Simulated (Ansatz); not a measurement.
# HfB2 (P6/mmm): phonons along a line and the smearing, part 2 of 2

Does HfB2 (P6/mmm) have a Kohn anomaly or a soft branch that a wide smearing hides? The first relaxation steps of the session are not shown, so no cell shown is the starting entry, unless a step says so.

Ansatz 0.2.0; DFT PBE, scalar-relativistic, plane waves, PAW.

So far. Step 2 (Tight relaxation): The largest force is now zero by symmetry and the largest stress component 0.0015 GPa, small enough for phonons. Step 4 (Phonons along a line: Fermi–Dirac smearing of 0.25 eV): Against step 3 (now smearing width 0.25 eV), the free energy moves by -8.3 meV an atom. The relaxed cell has a = 3.144, c = 3.490 Å (conventional setting).

## Step 5: Phonons along a line: Fermi–Dirac smearing of 0.04 eV (continued)

Each wavevector solved by linear response. The frequency by |q| along the line; 7 of 9 lines:

```
|q| along the line (Å⁻¹)  mode 1 (cm⁻¹)  mode 2 (cm⁻¹)  mode 3 (cm⁻¹)  mode 4 (cm⁻¹)  mode 5 (cm⁻¹)  mode 6 (cm⁻¹)  mode 7 (cm⁻¹)
                   0.000              0              0              0            436            436            463            539
                   0.385           91.0           91.3            127            454            481            488            548
                   0.769            146            150            188            490            515            545            614
                   1.154            163            169            210            515            533            535            724
```

Against step 3 (now smearing width 0.04 eV), the free energy moves by +1.1 meV an atom.

## Step 6: Phonons along a line: Methfessel–Paxton smearing of 0.2 eV

Each wavevector is solved by itself, so no interpolation smooths a dip of the branch.

File input.yaml:

```yaml
crystal:
  lattice:
    - [3.1440034681, 0.0, 0.0]
    - [-1.572001734, 2.722786873, 0.0]
    - [0.0, 0.0, 3.4898551736]
  atoms:
    - { symbol: Hf, position: [0.0, 0.0, 0.0] }
    - { symbol: B, position: [0.3333333333, 0.6666666667, 0.5] }
    - { symbol: B, position: [0.6666666667, 0.3333333333, 0.5] }
kpoints:
  mp_grid: { grid: [18, 18, 12] }
hamiltonian:
  xc: pbe
scf:
  occupations: { method: methfessel_paxton, width: 0.2 }
output:
  eigenvalues: true
phonons:
  method: dfpt
  qpoints:
    - [0, 0, 0]
    - [0.166666667, 0.0, 0.0]
    - [0.333333333, 0.0, 0.0]
    - [0.5, 0.0, 0.0]
```

Started as:

```
$ ansatz run input.yaml --threads 4 --pin off --max-ram 8192MiB --backend cpu --events-out ev --progress --plain --runs-dir out
```

Numbers of over 12 decimals in the logs are rounded to 6 here.

Log:

```text
[...]
Crystal: 3 atoms, lattice volume = 29.875 Å³
Basis set: ecut = 420 eV, 563 PW (Γ), exchange–correlation on 48×48×48 points (8 copies of the dense FFT grid, shifted against one another)
Bands: 20, of which v1, the nominal top of the filled ones, is band 16 counted from 1 (15 counted from 0)
Symmetry: 24 space group operations
k-points: 259 of 3888
[...]
SCF iter   1: F=—  HF=-16036.215247 eV  |F-HF|=—  |Δ(HF+E_count)|=         —  Δρ=1.82e-3  dr2=1.54e-3  ethr=1.77e-3  ⟨swp⟩=3.8  Hψ=19875  notcnv=0
[...]
SCF iter   8: F=-16036.214714 eV  HF=-16036.214714 eV  |F-HF|=3.64e-12  |Δ(HF+E_count)|=  2.55e-11  S|Δr|=    0.00e0  Δρ=4.57e-8  dr2=2.66e-13  ethr=1.00e-12  ⟨swp⟩=5.3  Hψ=23135  notcnv=0
SCF 1 converged in 8 iterations: F = -16036.214714 eV  dr2 = 2.66e-13
[...]
SCF converged after 8 iterations
Stability not checked: this state was not tested for a lower state beside it, because cold or Methfessel-Paxton smearing, or corrected tetrahedra, fill the levels in a way that the test cannot read (fill_not_monotonic; see scf.lower_state_search)
Free energy (F): -16036.214714 eV
[...]
Internal energy: -16036.215015 eV  (E = F + TS)
E sigma→0 (E₀):  -16036.214789 eV
Entropy (-TS):   0.000301 eV (0.100 meV/atom)
Fermi energy:    20.487682 eV
[...]
--- Band table (eV; the first three rows and the last of 259) ---
  k-point 0: bands = [... 12 lower, 17.3938, 17.5087, 17.5087, 17.6413, 24.3783, 24.3783, 24.9899, 24.9899]
  k-point 1: bands = [... 12 lower, 16.4477, 17.5796, 17.5796, 18.5480, 23.5706, 23.5706, 24.7546, 24.7546]
  k-point 2: bands = [... 12 lower, 15.3584, 17.7892, 17.7892, 19.5433, 22.5875, 22.5875, 24.1357, 24.1357]
  k-point 258: bands = [... 12 lower, 11.3171, 14.8976, 17.2351, 17.2351, 24.7921, 25.7864, 27.2443, 27.2443]
[...]
ASR residual: 1.595e-5 → 0.000e0 eV/Å²; symmetrization residual: 2.121e-7 eV/Å²
  ASR residual per site (eV/Å²): 1.60e-5 8.70e-6 8.70e-6
  Γ frequencies (cm⁻¹): 0.00 0.00 0.00 435.90 435.90 462.83 538.13 803.84 803.84
[...]
--- Phonons (arbitrary-q DFPT): 4 explicit q-points ---
[...]
```

Elapsed: 4.2 min, on 4 threads of Arm Neoverse V2, shared host; peak memory 3.7 GiB; 16 min of CPU time.

Each wavevector solved by linear response. The frequency by |q| along the line; 7 of 9 lines:

```
|q| along the line (Å⁻¹)  mode 1 (cm⁻¹)  mode 2 (cm⁻¹)  mode 3 (cm⁻¹)  mode 4 (cm⁻¹)  mode 5 (cm⁻¹)  mode 6 (cm⁻¹)  mode 7 (cm⁻¹)
                   0.000              0              0              0            436            436            463            538
                   0.385           91.0           91.3            127            455            481            487            548
                   0.769            146            150            188            490            514            544            614
                   1.154            163            169            210            515            533            535            724
```

Against step 3 (now occupations Methfessel-Paxton and smearing width 0.2 eV), the free energy moves by +1.4 meV an atom.

## Step 7: Smearing and the soft branch

The lowest frequency by |q| along the line:

```
|q| along the line (Å⁻¹)  fermi dirac 0.1 eV, k 18x18x12 (cm⁻¹)  fermi dirac 0.25 eV, k 18x18x12 (cm⁻¹)  fermi dirac 0.04 eV, k 18x18x12 (cm⁻¹)  methfessel paxton 0.2 eV, k 18x18x12 (cm⁻¹)
                   0.000                                      0                                       0                                       0                                            0
                   0.385                                   90.9                                    90.5                                    91.0                                         91.0
                   0.769                                    146                                     146                                     146                                          146
                   1.154                                    163                                     163                                     163                                          163
```

## Step 8: What came out

| Item | Value |
| --- | --- |
| phonon run of the rows without a label of their own | PBE, k 18×18×12 |
| lowest branch at the last solved point, Fermi–Dirac 0.1 eV | 163 cm⁻¹ at \|q\| = 1.15 Å⁻¹ |
| lowest branch at the last solved point, Fermi–Dirac 0.25 eV | 163 cm⁻¹ at \|q\| = 1.15 Å⁻¹ |
| lowest branch at the last solved point, Fermi–Dirac 0.04 eV | 163 cm⁻¹ at \|q\| = 1.15 Å⁻¹ |
| lowest branch at the last solved point, Methfessel–Paxton 0.2 eV | 163 cm⁻¹ at \|q\| = 1.15 Å⁻¹ |

What this shows: No branch softens by more than 4 % of the top frequency as the smearing narrows, so no anomaly that hangs on the smearing shows at these points. The line holds 4 wavevectors, so a narrow dip between them would be missed. Between Fermi–Dirac 0.25 eV and Fermi–Dirac 0.04 eV the largest change, with modes counted by rank of frequency, is in mode 8 at |q| = 0 Å⁻¹, from 798 to 805 cm⁻¹; the branches hardly feel the smearing. Where branches cross, a count by rank can hide a softening. At the narrowest width the k mesh may not resolve the Fermi surface, so part of the change can be mesh noise. Spin–orbit coupling, left out here, matters for Hf.

[Logs are printed without paths, hosts, clocks, repeated set-up lines and the standing remarks that a program may print on its own settings, such as how far it seeks lower states.]

[Hosts, paths, dates, database ids (printed as entryN), source tags and the programs' standing remarks are cut or masked in the printed files.]
